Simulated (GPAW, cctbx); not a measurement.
## ZnAgCl3: what bonding does to one electron reflection, worked out

ZnAgCl3, Pm-3m (no. 221), a = 4.8636 Å, b = 4.8636 Å, c = 4.8636 Å, α = 90.00°, β = 90.00°, γ = 90.00°.

| atom | mult. | x | y | z |
| --- | --- | --- | --- | --- |
| Ag1 | 1 | 1/2 | 1/2 | 1/2 |
| Zn1 | 1 | 0 | 0 | 0 |
| Cl1 | 3 | 0 | 0 | 1/2 |

The start was made by putting kin elements into a known structure type; the compound need not exist, or be stable, in this form.

A DFT run (GPAW, PBE, 450 eV, 4×4×4 k-points, Fermi–Dirac width 0.05 eV) gives the static X-ray structure factor of 011 as 53.473 e for the conventional cell; superposed free atoms give 53.914 e. **Problem.** Find the Fourier component V of the crystal potential and the two-beam extinction distance at 300 kV in both cases.

## 1. Geometry

The cell volume is Ω = 115.04 Å³ and d(011) = 3.4391 Å, so g = 1/d = 0.2908 Å⁻¹.

## 2. The nuclei

Electrons feel nuclei as well as electrons, so the nuclear charges are summed with the same phases.

Phase sums Σ exp(2πi h·x), turned so that the total is real and positive: Ag +1.000, Zn +1.000, Cl -1.000. Then F_Z = 47 × (+1.000) + 30 × (+1.000) + 17 × (-1.000) = 60.00 e. The electron term has the same sign for this reflection.

## 3. Mott–Bethe

Poisson's equation, term by term, gives V = (e/4πε₀)(F_Z − F)/(πΩg²), with e/4πε₀ = 14.3996 V Å.

The prefactor is 14.3996 × 3.4391²/(π × 115.04) = 0.47122 V per electron. Free atoms: (60.00 − 53.914) × 0.47122 = 2.868 V. Crystal: (60.00 − 53.473) × 0.47122 = 3.076 V. F changes by -0.82 % and V by +7.2 %: the same 0.44 e is measured against F_Z − F = 6.1 e in place of F = 53.9 e.

## 4. Extinction distance

In the two-beam case ξ = 1/(λU) with U = 2γm₀eV/h², that is ξ = 150.41 V Å²/(γλV).

At 300 kV, λ = 0.01969 Å and γ = 1.5871. Free atoms: ξ = 1679 Å. Crystal: ξ = 1565 Å. The thickness fringes go as sin²(πt/ξ), so the two patterns slip by a quarter of a period when t|1/ξ₁ − 1/ξ₀| = 1/4, at t ≈ 579 nm. Thermal motion, absorption and many-beam coupling, left out here, change a real pattern.

## 5. Answer

V(011) is 3.08 V against 2.87 V, and ξ is 1565 against 1679 Å. Limits: static atoms, two beams.
